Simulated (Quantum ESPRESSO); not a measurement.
# Collinear magnetic orders of MnPSe3 with Quantum ESPRESSO, part 2 of 2

Does MnPSe3 prefer parallel or opposed moments?

Quantum ESPRESSO 7.5; LDA with U = 4 eV on Mn d (ortho-atomic projectors); plane waves with GBRV 1.5 LDA potentials, no spin-orbit coupling.

So far, absolute magnetization (μB): step 2 (run 1 (ferro ++)) 10.0.

## 3. Start 2: antiferro +−

pw.in

```
&CONTROL
  calculation = 'scf'
  prefix = 'pwscf'
  outdir = './tmp'
  pseudo_dir = './pseudo'
  disk_io = 'nowf'
/
&SYSTEM
  ibrav = 0
  nat = 10
  ntyp = 4
  ecutwfc = 40
  ecutrho = 280
  nbnd = 51
  occupations = 'smearing'
  smearing = 'fd'
  degauss = 0.00367493
  nspin = 2
  starting_magnetization(1) = 0.3
  starting_magnetization(2) = -0.3
  starting_magnetization(3) = 0
  starting_magnetization(4) = 0
/
&ELECTRONS
  conv_thr = 2d-08
  electron_maxstep = 150
  mixing_beta = 0.3
/
ATOMIC_SPECIES
Mn1    54.9380 mn_lda_v1.5.uspp.F.UPF
Mn2    54.9380 mn_lda_v1.5.uspp.F.UPF
P      30.9738 p_lda_v1.5.uspp.F.UPF
Se     78.9710 se_lda_v1.uspp.F.UPF
CELL_PARAMETERS angstrom
   3.1997804373    1.8473940968    6.9054975756
  -3.1997804373    1.8473940968    6.9054975756
   0.0000000000   -3.6947881936    6.9054975756
ATOMIC_POSITIONS crystal
Mn1     0.8323828600    0.8323828600    0.8323828600
Mn2     0.1676171400    0.1676171400    0.1676171400
P       0.5535793900    0.5535793900    0.5535793900
P       0.4464206100    0.4464206100    0.4464206100
Se      0.4151439300    0.7494138000    0.0889330100
Se      0.0889330100    0.4151439300    0.7494138000
Se      0.7494138000    0.0889330100    0.4151439300
Se      0.5848560700    0.2505862000    0.9110669900
Se      0.9110669900    0.5848560700    0.2505862000
Se      0.2505862000    0.9110669900    0.5848560700
K_POINTS automatic
4 4 4 0 0 0
HUBBARD {ortho-atomic}
U Mn1-3d 4.0000
U Mn2-3d 4.0000
```

The run is started by

```console
> OMP_NUM_THREADS=1 mpirun -n 4 pw.x -nk 4 -in pw.in > pw.out
```

What it wrote:

```text
[banner, memory and clock lines left out]
Program PWSCF v.7.5 starts

     Message from routine setup:
     using ibrav=0 with symmetry is DISCOURAGED, use correct ibrav instead

     bravais-lattice index     =            0
     lattice parameter (alat)  =      14.8000  a.u.
     unit-cell volume          =    1652.8086 (a.u.)^3
     number of atoms/cell      =           10
     number of atomic types    =            4
     number of electrons       =        76.00
     number of Kohn-Sham states=           51
     kinetic-energy cutoff     =      40.0000  Ry
     charge density cutoff     =     280.0000  Ry
     scf convergence threshold =      2.0E-08
     mixing beta               =       0.3000
     number of iterations used =            8  plain     mixing
     Exchange-correlation= SLA  PZ   NOGX NOGC
                           (   1   1   0   0   0   0   0)
     Hubbard projectors: ortho-atomic
     Hubbard parameters of DFT+U (Dudarev formulation) in eV:
     U(Mn1-3d) =  4.0000
     U(Mn2-3d) =  4.0000

     Internal variables: lda_plus_u =T, lda_plus_u_kind = 0

     Internal variables: orbital_resolved =F, hub_pot_fix =F, apply_U = F

     celldm(1)=  14.799989  celldm(2)=   0.000000  celldm(3)=   0.000000
     celldm(4)=   0.000000  celldm(5)=   0.000000  celldm(6)=   0.000000

     crystal axes: (cart. coord. in units of alat)
               a(1) = (   0.408562   0.235883   0.881724 )
               a(2) = (  -0.408562   0.235883   0.881724 )
               a(3) = (   0.000000  -0.471766   0.881724 )

     reciprocal axes: (cart. coord. in units 2 pi/alat)
               b(1) = (  1.223805  0.706564  0.378047 )
               b(2) = ( -1.223805  0.706564  0.378047 )
               b(3) = (  0.000000 -1.413129  0.378047 )

     PseudoPot. # 1 for Mn read from file:
     mn_lda_v1.5.uspp.F.UPF
     Pseudo is Ultrasoft + core correction, Zval = 15.0

     PseudoPot. # 2 for Mn read from file:
     mn_lda_v1.5.uspp.F.UPF
     Pseudo is Ultrasoft + core correction, Zval = 15.0

     PseudoPot. # 3 for P  read from file:
     p_lda_v1.5.uspp.F.UPF
     Pseudo is Ultrasoft + core correction, Zval =  5.0

     PseudoPot. # 4 for Se read from file:
     se_lda_v1.uspp.F.UPF
     Pseudo is Ultrasoft + core correction, Zval =  6.0

     atomic species   valence    mass     pseudopotential
     Mn1              15.00    54.93800     Mn( 1.00)
     Mn2              15.00    54.93800     Mn( 1.00)
     P                 5.00    30.97380     P ( 1.00)
     Se                6.00    78.97100     Se( 1.00)

     Starting magnetic structure
     atomic species   magnetization
     Mn1             0.300
     Mn2            -0.300
     P               0.000
     Se              0.000

      3 Sym. Ops. (no inversion) found

   Cartesian axes

     site n.     atom                  positions (alat units)
         1        Mn1    tau(   1) = (  -0.0000000   0.0000000   2.2017948  )
         2        Mn2    tau(   2) = (  -0.0000000  -0.0000000   0.4433759  )
         3        P      tau(   3) = (   0.0000000  -0.0000000   1.4643120  )
         4        P      tau(   4) = (  -0.0000000   0.0000000   1.1808587  )
         5        Se     tau(   5) = (  -0.1365699   0.2327440   1.1052323  )
         6        Se     tau(   6) = (  -0.1332773  -0.2346450   1.1052323  )
         7        Se     tau(   7) = (   0.2698472   0.0019010   1.1052323  )
         8        Se     tau(   8) = (   0.1365699  -0.2327440   1.5399384  )
         9        Se     tau(   9) = (   0.1332773   0.2346450   1.5399384  )
        10        Se     tau(  10) = (  -0.2698472  -0.0019010   1.5399384  )

     number of k points=    14  Fermi-Dirac smearing, width (Ry)=  0.0037
                       cart. coord. in units 2pi/alat
        k(    1) = (   0.0000000   0.0000000   0.0000000), wk =   0.0156250
        k(    2) = (   0.0000000  -0.3532822   0.0945119), wk =   0.0937500
        k(    3) = (  -0.0000000   0.7065644  -0.1890237), wk =   0.0468750
        k(    4) = (  -0.3059513  -0.1766411   0.1890237), wk =   0.0937500
        k(    5) = (  -0.3059513   0.8832054  -0.0945119), wk =   0.0937500
        [... 9 further k-points ...]

     Dense  grid:   130893 G-vectors     FFT dimensions: (  80,  80,  80)

     Smooth grid:    56513 G-vectors     FFT dimensions: (  60,  60,  60)

     Check: negative core charge=   -0.000012
     Generating pointlists ...
     new r_m :   0.1440 (alat units)  2.1318 (a.u.) for type    1
     new r_m :   0.1440 (alat units)  2.1318 (a.u.) for type    2
     new r_m :   0.1156 (alat units)  1.7109 (a.u.) for type    3
     new r_m :   0.1156 (alat units)  1.7109 (a.u.) for type    4

     Initial potential from superposition of free atoms

     starting charge      74.9992, renormalised to      76.0000

     STARTING HUBBARD OCCUPATIONS:

     =================== HUBBARD OCCUPATIONS ===================
     ------------------------ ATOM    1 ------------------------
     Tr[ns(  1)] (up, down, total) =   5.00000  0.00000  5.00000
     Atomic magnetic moment for atom   1 =   5.00000
     [... lines left out ...]
     ------------------------ ATOM    2 ------------------------
     Tr[ns(  2)] (up, down, total) =   0.00000  5.00000  5.00000
     Atomic magnetic moment for atom   2 =  -5.00000
     [... lines left out ...]
     Number of occupied Hubbard levels =   10.0000

     Atomic wfc used for Hubbard projectors are orthogonalized

     Starting wfcs are   58 randomized atomic wfcs

     Self-consistent Calculation

     iteration #  1     ecut=    40.00 Ry     beta= 0.30
     Davidson diagonalization with overlap
     ethr =  1.00E-02,  avg # of iterations =  3.0

     =================== HUBBARD OCCUPATIONS ===================
     ------------------------ ATOM    1 ------------------------
     Tr[ns(  1)] (up, down, total) =   4.94992  0.24019  5.19011
     Atomic magnetic moment for atom   1 =   4.70972
     [... lines left out ...]
     ------------------------ ATOM    2 ------------------------
     Tr[ns(  2)] (up, down, total) =   0.24020  4.94997  5.19016
     Atomic magnetic moment for atom   2 =  -4.70977
     [... lines left out ...]
     Number of occupied Hubbard levels =   10.3803

     Threshold (ethr) on eigenvalues was too large:
     Diagonalizing with lowered threshold

     Davidson diagonalization with overlap
     ethr =  4.96E-04,  avg # of iterations =  2.0

     total energy              =    -712.53014128 Ry
     estimated scf accuracy    <       0.38453198 Ry

     total magnetization       =     0.00 Bohr mag/cell
     absolute magnetization    =     9.57 Bohr mag/cell

     iteration #  2     ecut=    40.00 Ry     beta= 0.30
     Davidson diagonalization with overlap
     ethr =  5.06E-04,  avg # of iterations =  2.4

     total energy              =    -712.57372151 Ry
     estimated scf accuracy    <       0.07713525 Ry

     total magnetization       =     0.00 Bohr mag/cell
     absolute magnetization    =     9.50 Bohr mag/cell

     [... further iterations left out ...]

     iteration # 10     ecut=    40.00 Ry     beta= 0.30
     Davidson diagonalization with overlap
     ethr =  1.08E-10,  avg # of iterations =  5.6

     negative rho (up, down):  8.802E-06 8.805E-06

     total energy              =    -712.58303815 Ry
     estimated scf accuracy    <       0.00000004 Ry

     total magnetization       =    -0.00 Bohr mag/cell
     absolute magnetization    =     9.56 Bohr mag/cell

     iteration # 11     ecut=    40.00 Ry     beta= 0.30
     Davidson diagonalization with overlap
     ethr =  4.83E-11,  avg # of iterations =  2.4

     negative rho (up, down):  8.471E-06 8.468E-06

     Magnetic moment per site  (integrated on atomic sphere of radius R)
     atom   1 (R=0.144)  charge= 13.3535  magn=  4.4546
     atom   2 (R=0.144)  charge= 13.3535  magn= -4.4546
     atom   3 (R=0.116)  charge=  2.4364  magn= -0.0002
     atom   4 (R=0.116)  charge=  2.4364  magn=  0.0002
     atom   5 (R=0.116)  charge=  2.8672  magn= -0.0002
     atom   6 (R=0.116)  charge=  2.8672  magn= -0.0002
     atom   7 (R=0.116)  charge=  2.8672  magn= -0.0002
     atom   8 (R=0.116)  charge=  2.8672  magn=  0.0002
     atom   9 (R=0.116)  charge=  2.8672  magn=  0.0002
     atom  10 (R=0.116)  charge=  2.8672  magn=  0.0002

     End of self-consistent calculation

     =================== HUBBARD OCCUPATIONS ===================
     ------------------------ ATOM    1 ------------------------
     Tr[ns(  1)] (up, down, total) =   4.96758  0.31925  5.28683
     Atomic magnetic moment for atom   1 =   4.64834
     [... lines left out ...]
     ------------------------ ATOM    2 ------------------------
     Tr[ns(  2)] (up, down, total) =   0.31924  4.96758  5.28683
     Atomic magnetic moment for atom   2 =  -4.64834
     [... lines left out ...]
     Number of occupied Hubbard levels =   10.5737

     [... lines left out ...]
     the Fermi energy is     6.0484 ev

!    total energy              =    -712.58303816 Ry
     estimated scf accuracy    <          1.4E-09 Ry
     smearing contrib. (-TS)   =      -0.00000000 Ry
     internal energy E=F+TS    =    -712.58303816 Ry

     The total energy is F=E-TS. E is the sum of the following terms:
     one-electron contribution =    -419.76306770 Ry
     hartree contribution      =     235.01343190 Ry
     xc contribution           =    -240.29134374 Ry
     ewald contribution        =    -287.63543628 Ry
     Hubbard energy            =       0.09337767 Ry

     total magnetization       =     0.00 Bohr mag/cell
     absolute magnetization    =     9.56 Bohr mag/cell

     convergence has been achieved in  11 iterations
```

Run time: 66 s. Hardware: 4 MPI ranks of Intel Xeon 6975P-C (Granite Rapids), shared host; peak memory 1.3 GiB.

Spin moment in the atom's sphere by atom:

| atom | spin moment in the atom's sphere (μB) |
| --- | --- |
| Mn1 | 4.45 |
| Mn2 | -4.45 |
| P3 | 0.00 |
| P4 | 0.00 |
| Se5 | 0.00 |
| Se6 | 0.00 |
| Se7 | 0.00 |
| Se8 | 0.00 |
| Se9 | 0.00 |
| Se10 | 0.00 |

Read from the output:

```yaml
smearing_term_ts: 6.59e-9 eV
magnetization: 0 μB
absolute_magnetization: 9.564 μB
final_state: antiferromagnetic
```

## 4. Ranking

An order is kept where moments of 0.15 μB or more survive with the typed signs; meshes match where a doubled cell samples the same k points as the first cell.

Orders:

| start | final state | typed order kept | energy over the lowest (meV a seeded atom) | largest site moment (μB) | net moment (μB a cell of the first run) | mesh matched | CPU time (s) |
| --- | --- | --- | --- | --- | --- | --- | --- |
| ferro ++ | ferromagnetic | yes | 26.63 | 4.479 | 10 | yes | 270.2 |
| antiferro +- | antiferromagnetic | yes | 0 | 4.455 | 0 | yes | 263.9 |

## 5. Occupations of the corrected shells in the lowest state

Occupations of the Hubbard shells:

```
block  type  shell  spin  electrons             occupation numbers
    1   Mn1     3d    up      4.968  0.992 0.992 0.994 0.994 0.995
    1   Mn1     3d  down     0.3192  0.020 0.020 0.025 0.127 0.127
    2   Mn2     3d    up     0.3192  0.020 0.020 0.025 0.127 0.127
    2   Mn2     3d  down      4.968  0.992 0.992 0.994 0.994 0.995
```

## 6. Outcome

```
lowest state found      : antiferromagnetic (from antiferro +-)
largest site moment     : 4.45 μB
next state with moments : ferromagnetic, 26.6 meV a seeded atom higher
```

In words: This is the lowest of 2 collinear or spinless starts, no proof of the ground state. A computed site moment is spin alone and hangs on the region that is counted: the program's spheres do not touch and miss the tail of the moment. Measured moments hold any orbital part as well, and belong to the order of the sample, which need not be the order of this run.

Comparison with the measured values:

| quantity | measured | in the sphere | projected shell |
| --- | --- | --- | --- |
| moment (Mn) (μB) | 3.83 | 4.45 (+16.3 %) | 4.65 (+21.4 %) |

Measured values from arxiv:2010.08394 (2020).

Verdict: For the moment, of the levels listed nearest comes in the sphere (+16.3 %) and farthest projected shell (+21.4 %). No cell relaxation is part of this session.

[Logs and program files are shortened in this print: banners, set-up blocks, solver, clock and traceback lines can be left out without a mark of their own.]

[Logs are printed without paths, hosts, clocks, repeated set-up lines and the standing remarks that a program may print on its own settings, such as how far it seeks lower states.]

[Hosts, paths, dates, database ids (printed as entryN), source tags and the programs' standing remarks are cut or masked in the printed files.]

[Where a cell is said to come from a database of computed structures, the database is the Materials Project.]
